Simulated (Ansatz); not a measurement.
# Pd(111) with 4 thermally displaced layers, 2x2: scattering by thermal displacements, part 2 of 2

Wanted: the phonon-limited resistivity of Pd at 800 K by the Landauer route.

Ansatz 0.2.0; Ansatz plane-wave DFT, PBE, PAW files; ballistic transport by layer matching (Landauer), zero bias; PAW set soft_1.

So far. Step 2 (With 4 displaced layers): Over the solved energies the transmission per spin lies between 2.97 and 3.64, out of 5.32 channels of the lead on average (up to 6.25).

## Step 3: With 8 displaced layers

Each atom of 8 layers is moved at random, by amounts drawn from a normal law 0.1209 Å wide in each direction from the Debye model (274 K) at 800 K. A fresh draw is used; the growth of the resistance with length is what counts.

System of this step: Pd(111) with 8 thermally displaced layers, 2x2. The cell holds 56 atoms: 56 Pd. Cell: a = 5.501 Å, b = 5.501 Å, c = 31.481 Å, α = 87.5°, β = 92.5°, γ = 120.0°. It derives from Pd. Regions: lead, 24 atoms (24 Pd); scattering region, 32 atoms (32 Pd). The structure is stacked along c, and the current runs across the ab planes.

Input file input.yaml:

```yaml
crystal:
  lattice:
    - [5.5010079149, 0.0, 0.0]
    - [-2.7505039575, 4.7640126007, 0.0]
    - [-1.3752519787, 0.7940021001, 31.4408790793]
  atoms:
    - { symbol: Pd, position: [0.005952381, 0.994047619, 0.0357142857] }
    - { symbol: Pd, position: [0.005952381, 0.494047619, 0.0357142857] }
    - { symbol: Pd, position: [0.505952381, 0.994047619, 0.0357142857] }
    - { symbol: Pd, position: [0.505952381, 0.494047619, 0.0357142857] }
    - { symbol: Pd, position: [0.1845238095, 0.3154761905, 0.1071428571] }
    - { symbol: Pd, position: [0.1845238095, 0.8154761905, 0.1071428571] }
    - { symbol: Pd, position: [0.6845238095, 0.3154761905, 0.1071428571] }
    - { symbol: Pd, position: [0.6845238095, 0.8154761905, 0.1071428571] }
    - { symbol: Pd, position: [0.3630952381, 0.1369047619, 0.1785714286] }
    - { symbol: Pd, position: [0.3630952381, 0.6369047619, 0.1785714286] }
    - { symbol: Pd, position: [0.8630952381, 0.1369047619, 0.1785714286] }
    - { symbol: Pd, position: [0.8630952381, 0.6369047619, 0.1785714286] }
    - { symbol: Pd, position: [0.0981830121, 0.9914811259, 0.2513743403] }
    - { symbol: Pd, position: [0.015472775, 0.457799533, 0.2525245367] }
    - { symbol: Pd, position: [0.5186387869, 0.9680858721, 0.2516530817] }
    - { symbol: Pd, position: [0.5415149265, 0.428704962, 0.2474553599] }
    - { symbol: Pd, position: [0.1969157543, 0.2489579457, 0.3281174757] }
    - { symbol: Pd, position: [0.2133471085, 0.7882767604, 0.3204342062] }
    - { symbol: Pd, position: [0.7722029625, 0.3128662442, 0.3238641891] }
    - { symbol: Pd, position: [0.672904692, 0.7806441843, 0.3240577516] }
    - { symbol: Pd, position: [0.4142026624, 0.0843404366, 0.3998638605] }
    - { symbol: Pd, position: [0.3619918707, 0.5838018347, 0.3964529664] }
    - { symbol: Pd, position: [0.9254185364, 0.1518896346, 0.3935821113] }
    - { symbol: Pd, position: [0.8794017315, 0.5923074044, 0.3886610369] }
    - { symbol: Pd, position: [0.0576705952, 0.9382461711, 0.4665206426] }
    - { symbol: Pd, position: [0.0973413814, 0.4023848266, 0.4707813374] }
    - { symbol: Pd, position: [0.590765906, 0.9628543366, 0.4626213952] }
    - { symbol: Pd, position: [0.5650462888, 0.4282974166, 0.4682522651] }
    - { symbol: Pd, position: [0.2512013915, 0.2300467444, 0.530556498] }
    - { symbol: Pd, position: [0.2321610914, 0.7561711855, 0.5395203212] }
    - { symbol: Pd, position: [0.7392673522, 0.2162210734, 0.5390716522] }
    - { symbol: Pd, position: [0.7191594104, 0.7255521828, 0.5381024688] }
    - { symbol: Pd, position: [0.3895972099, 0.0756549011, 0.6049061021] }
    - { symbol: Pd, position: [0.4360946156, 0.5634253719, 0.6079201072] }
    - { symbol: Pd, position: [0.9410684773, 0.0453182919, 0.6126073784] }
    - { symbol: Pd, position: [0.9619363309, 0.5861432156, 0.6116224522] }
    - { symbol: Pd, position: [0.1411656128, 0.9082787176, 0.678862131] }
    - { symbol: Pd, position: [0.0795286921, 0.3839705739, 0.675612187] }
    - { symbol: Pd, position: [0.5847395358, 0.8938286004, 0.6763850177] }
    - { symbol: Pd, position: [0.5773972939, 0.3602617413, 0.6796036519] }
    - { symbol: Pd, position: [0.3163228865, 0.2419057354, 0.7499464898] }
    - { symbol: Pd, position: [0.3330973466, 0.7431851198, 0.7544230712] }
    - { symbol: Pd, position: [0.7554881358, 0.2392992002, 0.751306041] }
    - { symbol: Pd, position: [0.8059370383, 0.717509627, 0.751471929] }
    - { symbol: Pd, position: [0.4702380952, 0.0297619048, 0.8214285714] }
    - { symbol: Pd, position: [0.4702380952, 0.5297619048, 0.8214285714] }
    - { symbol: Pd, position: [0.9702380952, 0.0297619048, 0.8214285714] }
    - { symbol: Pd, position: [0.9702380952, 0.5297619048, 0.8214285714] }
    - { symbol: Pd, position: [0.1488095238, 0.8511904762, 0.8928571429] }
    - { symbol: Pd, position: [0.1488095238, 0.3511904762, 0.8928571429] }
    - { symbol: Pd, position: [0.6488095238, 0.8511904762, 0.8928571429] }
    - { symbol: Pd, position: [0.6488095238, 0.3511904762, 0.8928571429] }
    - { symbol: Pd, position: [0.3273809524, 0.1726190476, 0.9642857143] }
    - { symbol: Pd, position: [0.3273809524, 0.6726190476, 0.9642857143] }
    - { symbol: Pd, position: [0.8273809524, 0.1726190476, 0.9642857143] }
    - { symbol: Pd, position: [0.8273809524, 0.6726190476, 0.9642857143] }
kpoints:
  mp_grid: { grid: [5, 5, 1] }
hamiltonian:
  xc: pbe
  pseudopotentials: { kind: paw, azcp: { folder: soft_1 } }
scf:
  occupations: { method: fermi_dirac, width: 0.1 }
output:
  transmission:
    leads: [[0, 4]]
    kmesh: [10, 10]
    e_range: [-0.05, 0.05]
    de: 0.05
  write_potential: true
  write_density: true
  volumetric_format: npy
```

Command:

```console
ansatz run input.yaml --threads 4 --pin off --max-ram 15360MiB --backend cpu --events-out ev --progress --plain --runs-dir out
```

Numbers of over 12 decimals in the logs are rounded to 6 here.

Output:

```text
[...]
Crystal: 56 atoms, lattice volume = 823.967 Å³
Basis set: ecut = 420 eV, 16079 PW (Γ)
Bands: 605, of which v1, the nominal top of the filled ones, is band 504 counted from 1 (503 counted from 0)
Symmetry: 1 space group operations
[...]
k-points: 13 of 25 (time reversal used)
[...]
SCF iter   1: F=—  HF=-390525.455669 eV  |F-HF|=—  |Δ(HF+E_count)|=         —  Δρ=1.51e-1  dr2=2.06e2  ethr=3.10e-3  ⟨swp⟩=5.0  Hψ=23875  notcnv=0  defer=180
[...]
SCF iter  11: F=-390475.963250 eV  HF=-390475.963250 eV  |F-HF|=2.10e-8  |Δ(HF+E_count)|=   5.41e-9  Δρ=7.39e-7  dr2=2.20e-8  ethr=9.92e-12  ⟨swp⟩=8.4  Hψ=25113  notcnv=0
SCF 1 converged in 11 iterations: F = -390475.963250 eV  dr2 = 2.20e-8
[...]
transmission: 262 of 2600 steps passed
transmission: 522 of 2600 steps passed
[...]
transmission: 2600 of 2600 steps passed
SCF converged after 11 iterations
Free energy (F): -390475.963250 eV
[...]
Internal energy: -390472.634150 eV  (E = F + TS)
E sigma→0 (E₀):  -390474.298700 eV
Entropy (-TS):   -3.329100 eV (-59.448 meV/atom)
Fermi energy:    19.782073 eV
[...]
--- Band table (eV; the first three rows and the last of 13) ---
  k-point 0: bands = [... 500 lower, 19.8664, 19.8784, 19.8852, 19.8948, 19.9025, 19.9147, 19.9235, 19.9383, ... 97 higher]
  k-point 1: bands = [... 500 lower, 19.7492, 19.7569, 19.7770, 19.7916, 19.8182, 19.8367, 19.8654, 19.8954, ... 97 higher]
  k-point 2: bands = [... 500 lower, 19.7215, 19.7308, 19.7427, 19.7561, 19.7617, 19.7751, 19.7907, 19.8121, ... 97 higher]
  k-point 12: bands = [... 500 lower, 19.6965, 19.7100, 19.7210, 19.7404, 19.7685, 19.7825, 19.8001, 19.8195, ... 97 higher]
--- Transmission ---
  basis      : 235 plane waves across, 50 finite elements along
  points     : 52, standing for a mesh of 10 x 10
[...]
channels       : 5.230000e0 a spin
[...]
junction   : crystal 0 to crystal 0, 0.70 to 29.89 Å
    transmission   : 2.254545e0 a spin
[...]
```

Wall time 16 min (4 threads of Arm Neoverse V1, shared host); peak memory 9.4 GiB.

This step gave:

- free energy: -390475.9632 eV
- energy at zero smearing: -390474.2987 eV
- Fermi energy: 19.78 eV
- transmission per spin nearest the Fermi level: 2.255
- step of the lead's potential: 9 meV

Per spin. Transmission, zone mean against energy, zero at the Fermi level:

```csv
energy (eV),"transmission, zone mean"
-0.0500,2.40
0.0000,2.25
0.0500,2.03
```

Over the solved energies the transmission per spin lies between 2.03 and 2.40, out of 5.25 channels of the lead on average (up to 6.13).

## Step 4: With 12 displaced layers

Each atom of 12 layers is moved at random, by amounts drawn from a normal law 0.1209 Å wide in each direction from the Debye model (274 K) at 800 K. A fresh draw is used; the growth of the resistance with length is what counts.

System of this step: Pd(111) with 12 thermally displaced layers, 2x2. The cell holds 72 atoms: 72 Pd. Its edges and angles: a = 5.501 Å, b = 5.501 Å, c = 40.424 Å, α = 90.0°, β = 90.0°, γ = 120.0°. It derives from Pd. Regions: lead, 24 atoms (24 Pd); scattering region, 48 atoms (48 Pd). The structure is stacked along c, and the current runs across the ab planes.

Input file input.yaml:

```yaml
crystal:
  lattice:
    - [5.5010079149, 0.0, 0.0]
    - [-2.7505039575, 4.7640126007, 0.0]
    - [0.0, 0.0, 40.4239873877]
  atoms:
    - { symbol: Pd, position: [0.0, 0.0, 0.0277777778] }
    - { symbol: Pd, position: [0.0, 0.5, 0.0277777778] }
    - { symbol: Pd, position: [0.5, 0.0, 0.0277777778] }
    - { symbol: Pd, position: [0.5, 0.5, 0.0277777778] }
    - { symbol: Pd, position: [0.1666666667, 0.3333333333, 0.0833333333] }
    - { symbol: Pd, position: [0.1666666667, 0.8333333333, 0.0833333333] }
    - { symbol: Pd, position: [0.6666666667, 0.3333333333, 0.0833333333] }
    - { symbol: Pd, position: [0.6666666667, 0.8333333333, 0.0833333333] }
    - { symbol: Pd, position: [0.3333333333, 0.1666666667, 0.1388888889] }
    - { symbol: Pd, position: [0.3333333333, 0.6666666667, 0.1388888889] }
    - { symbol: Pd, position: [0.8333333333, 0.1666666667, 0.1388888889] }
    - { symbol: Pd, position: [0.8333333333, 0.6666666667, 0.1388888889] }
    - { symbol: Pd, position: [0.002465991, 0.9908909124, 0.1887566185] }
    - { symbol: Pd, position: [0.9874069098, 0.4796015816, 0.197675233] }
    - { symbol: Pd, position: [0.4947123707, 0.0021185738, 0.1919032575] }
    - { symbol: Pd, position: [0.4886304691, 0.4997072951, 0.1900016601] }
    - { symbol: Pd, position: [0.1719295095, 0.3306412586, 0.2464534904] }
    - { symbol: Pd, position: [0.1204654702, 0.8463544076, 0.2491099207] }
    - { symbol: Pd, position: [0.6520206379, 0.3273398158, 0.2554331128] }
    - { symbol: Pd, position: [0.6666712535, 0.8355316983, 0.2455521378] }
    - { symbol: Pd, position: [0.3811836209, 0.1899521739, 0.3087467773] }
    - { symbol: Pd, position: [0.3460133322, 0.6899310277, 0.3066650643] }
    - { symbol: Pd, position: [0.8448795643, 0.1628040654, 0.3011471297] }
    - { symbol: Pd, position: [0.8313926591, 0.6175581035, 0.3048379006] }
    - { symbol: Pd, position: [0.982271014, 0.9735325936, 0.3629449736] }
    - { symbol: Pd, position: [0.9900530936, 0.4889124427, 0.3626659672] }
    - { symbol: Pd, position: [0.507150976, 0.0352518003, 0.3621623197] }
    - { symbol: Pd, position: [0.4649020781, 0.4506552708, 0.3571995974] }
    - { symbol: Pd, position: [0.1899124054, 0.3320490208, 0.4158198344] }
    - { symbol: Pd, position: [0.1865077781, 0.8007801678, 0.4149149535] }
    - { symbol: Pd, position: [0.6637199825, 0.3482143577, 0.4146820208] }
    - { symbol: Pd, position: [0.6328150565, 0.7925952327, 0.4188481641] }
    - { symbol: Pd, position: [0.3450066643, 0.1545764002, 0.472710775] }
    - { symbol: Pd, position: [0.2989345175, 0.6546922225, 0.4763436987] }
    - { symbol: Pd, position: [0.8656347015, 0.2253028413, 0.4698677143] }
    - { symbol: Pd, position: [0.8436067071, 0.6617048007, 0.4739145938] }
    - { symbol: Pd, position: [0.9927199979, 0.9857569986, 0.5251827202] }
    - { symbol: Pd, position: [0.0664081714, 0.4980370109, 0.5217459088] }
    - { symbol: Pd, position: [0.4943483433, 0.0172083986, 0.5262822434] }
    - { symbol: Pd, position: [0.5426220488, 0.5254404991, 0.5273221301] }
    - { symbol: Pd, position: [0.143536901, 0.3078318537, 0.5812397206] }
    - { symbol: Pd, position: [0.1495714243, 0.8639004678, 0.5880911485] }
    - { symbol: Pd, position: [0.6240621588, 0.3033426545, 0.578043682] }
    - { symbol: Pd, position: [0.6060628812, 0.7544956491, 0.5799167561] }
    - { symbol: Pd, position: [0.3574522425, 0.1578936251, 0.641444966] }
    - { symbol: Pd, position: [0.3449286277, 0.7113517544, 0.6394847535] }
    - { symbol: Pd, position: [0.8573269409, 0.2314462486, 0.6379183876] }
    - { symbol: Pd, position: [0.8090537704, 0.6717910682, 0.6387727326] }
    - { symbol: Pd, position: [0.0117418153, 0.9766092703, 0.6968513675] }
    - { symbol: Pd, position: [0.0102700759, 0.4830543424, 0.6949327103] }
    - { symbol: Pd, position: [0.5115084382, 0.0595357452, 0.6923383501] }
    - { symbol: Pd, position: [0.4765164046, 0.4729494234, 0.6934091894] }
    - { symbol: Pd, position: [0.1762806179, 0.3528195389, 0.7481740233] }
    - { symbol: Pd, position: [0.1446084761, 0.7973833548, 0.7475252248] }
    - { symbol: Pd, position: [0.7404508639, 0.3597597022, 0.7476627464] }
    - { symbol: Pd, position: [0.6248915034, 0.8085734003, 0.7499351222] }
    - { symbol: Pd, position: [0.3246508305, 0.1477750687, 0.8017073878] }
    - { symbol: Pd, position: [0.370328173, 0.6781302771, 0.8044352158] }
    - { symbol: Pd, position: [0.821763687, 0.1532273786, 0.7967737899] }
    - { symbol: Pd, position: [0.8222905001, 0.6394966437, 0.8025565085] }
    - { symbol: Pd, position: [0.0, 0.0, 0.8611111111] }
    - { symbol: Pd, position: [0.0, 0.5, 0.8611111111] }
    - { symbol: Pd, position: [0.5, 0.0, 0.8611111111] }
    - { symbol: Pd, position: [0.5, 0.5, 0.8611111111] }
    - { symbol: Pd, position: [0.1666666667, 0.3333333333, 0.9166666667] }
    - { symbol: Pd, position: [0.1666666667, 0.8333333333, 0.9166666667] }
    - { symbol: Pd, position: [0.6666666667, 0.3333333333, 0.9166666667] }
    - { symbol: Pd, position: [0.6666666667, 0.8333333333, 0.9166666667] }
    - { symbol: Pd, position: [0.3333333333, 0.1666666667, 0.9722222222] }
    - { symbol: Pd, position: [0.3333333333, 0.6666666667, 0.9722222222] }
    - { symbol: Pd, position: [0.8333333333, 0.1666666667, 0.9722222222] }
    - { symbol: Pd, position: [0.8333333333, 0.6666666667, 0.9722222222] }
kpoints:
  mp_grid: { grid: [5, 5, 1] }
hamiltonian:
  xc: pbe
  pseudopotentials: { kind: paw, azcp: { folder: soft_1 } }
scf:
  occupations: { method: fermi_dirac, width: 0.1 }
output:
  transmission:
    leads: [[0, 4]]
    kmesh: [10, 10]
    e_range: [-0.05, 0.05]
    de: 0.05
  write_potential: true
  write_density: true
  volumetric_format: npy
```

Output:

```text
[...]
Crystal: 72 atoms, lattice volume = 1059.386 Å³
Basis set: ecut = 420 eV, 20709 PW (Γ)
Bands: 778, of which v1, the nominal top of the filled ones, is band 648 counted from 1 (647 counted from 0)
Symmetry: 1 space group operations
[...]
k-points: 13 of 25 (time reversal used)
[...]
SCF iter   1: F=—  HF=-502100.564678 eV  |F-HF|=—  |Δ(HF+E_count)|=         —  Δρ=1.51e-1  dr2=2.94e2  ethr=3.10e-3  ⟨swp⟩=5.0  Hψ=31161  notcnv=0  defer=223
[...]
SCF iter  11: F=-502037.123222 eV  HF=-502037.123222 eV  |F-HF|=5.62e-8  |Δ(HF+E_count)|=   1.15e-8  Δρ=1.13e-6  dr2=5.89e-8  ethr=7.72e-12  ⟨swp⟩=8.3  Hψ=32850  notcnv=0
SCF 1 converged in 11 iterations: F = -502037.123222 eV  dr2 = 5.89e-8
[...]
transmission: 338 of 3380 steps passed
transmission: 676 of 3380 steps passed
[...]
transmission: 3380 of 3380 steps passed
SCF converged after 11 iterations
Free energy (F): -502037.123222 eV
[...]
Internal energy: -502032.889898 eV  (E = F + TS)
E sigma→0 (E₀):  -502035.006560 eV
Entropy (-TS):   -4.233324 eV (-58.796 meV/atom)
Fermi energy:    19.791973 eV
[...]
--- Band table (eV; the first three rows and the last of 13) ---
  k-point 0: bands = [... 644 lower, 19.8693, 19.8769, 19.8862, 19.8934, 19.8968, 19.9114, 19.9149, 19.9304, ... 126 higher]
  k-point 1: bands = [... 644 lower, 19.7615, 19.7884, 19.7963, 19.8127, 19.8200, 19.8503, 19.8585, 19.8719, ... 126 higher]
  k-point 2: bands = [... 644 lower, 19.7251, 19.7364, 19.7403, 19.7512, 19.7643, 19.7697, 19.7965, 19.8067, ... 126 higher]
  k-point 12: bands = [... 644 lower, 19.7176, 19.7357, 19.7485, 19.7605, 19.7751, 19.7950, 19.8046, 19.8212, ... 126 higher]
--- Transmission ---
  basis      : 235 plane waves across, 65 finite elements along
  points     : 52, standing for a mesh of 10 x 10
[...]
channels       : 5.230000e0 a spin
[...]
junction   : crystal 0 to crystal 0, 0.70 to 38.88 Å
    transmission   : 1.657749e0 a spin
[...]
```

It took 28 min on 4 threads; peak memory 8.2 GiB; 1.8 h of CPU time.

This step gave:

| Item | Value |
| --- | --- |
| free energy | -502037.1232 eV |
| energy at zero smearing | -502035.0066 eV |
| Fermi energy | 19.79 eV |
| transmission per spin nearest the Fermi level | 1.658 |
| step of the lead's potential | 17 meV |

Per spin. Table of transmission, zone mean by energy, zero at the Fermi level:

```
energy (eV)  transmission, zone mean
    -0.0500                     1.74
     0.0000                     1.66
     0.0500                     1.60
```

Over the solved energies the transmission per spin lies between 1.60 and 1.74, out of 5.33 channels of the lead on average (up to 6.25).

## Step 5: The fit

This step: Ansatz plane-wave DFT, PBE, PAW files; ballistic transport by layer matching (Landauer), zero bias; resistivity from the slope of the area resistance; PAW set soft_1 (Ansatz 0.2.0).

Numbers from this step:

```yaml
resistivity: 55.96 µΩ cm
intercept: -0.1179 fΩ m²
scatter_about_the_fit: 0.008945 fΩ m²
```

Resistance, by row:

```
run  length (Å)      T  channels N  RA (fΩ m²)
 n4       8.983  3.295       5.323      0.3912
 n8       17.97  2.226        5.25      0.8749
n12       26.95  1.665        5.33       1.397
```

Table of area resistance by length of the displaced region:

```csv
length of the displaced region (Å),area resistance (fΩ m²)
8.98,0.391
17.97,0.875
26.95,1.40
```

The area resistance goes from 0.39 to 1.4 fΩ m² between 9.0 and 26.9 Å, a slope of 56 µΩ cm.

By hand from the end points: (1.397 − 0.3912) fΩ m² / (26.95 − 8.98) Å = 56 µΩ cm, since 1 fΩ m² per Å is 1000 µΩ cm.

## Step 6: Summary of results

```yaml
resistivity_from_the_slope: 56.0 µΩ cm
area_resistance_over_8p98_a: 0.391 fΩ m²
area_resistance_over_18p0_a: 0.875 fΩ m²
area_resistance_over_26p9_a: 1.40 fΩ m²
```

The slope gives 56 µΩ cm. The points scatter by 0.0089 fΩ m² about the line, with one random draw a length in a 2x2 cell, so the slope is a rough value. The mean square of the displacements drawn is 0.78, 0.99 and 1.2 of the nominal one at the three lengths; with each resistance scaled back by that, the slope is 38 µΩ cm, the value used below. The lead's own channel count moves between the runs (5.32, 5.25 and 5.33), which shifts RA and the slope too. Read with a model of isotropic scattering on a spherical Fermi surface and the lead's 1.6×10¹⁵ S/m², this slope means a mean free path near 13 Å; over these lengths the model's slope is within 3 % of its bulk resistivity. Uncorrelated displacements put too much weight on short waves, which scatter strongly; with the sideways repeat of a small cell, one draw and three short lengths, the method is good to a factor of two or three.

[Logs are printed without paths, hosts, clocks, repeated set-up lines and the standing remarks that a program may print on its own settings, such as how far it seeks lower states.]

[Hosts, paths, dates, database ids (printed as entryN), source tags and the programs' standing remarks are cut or masked in the printed files.]
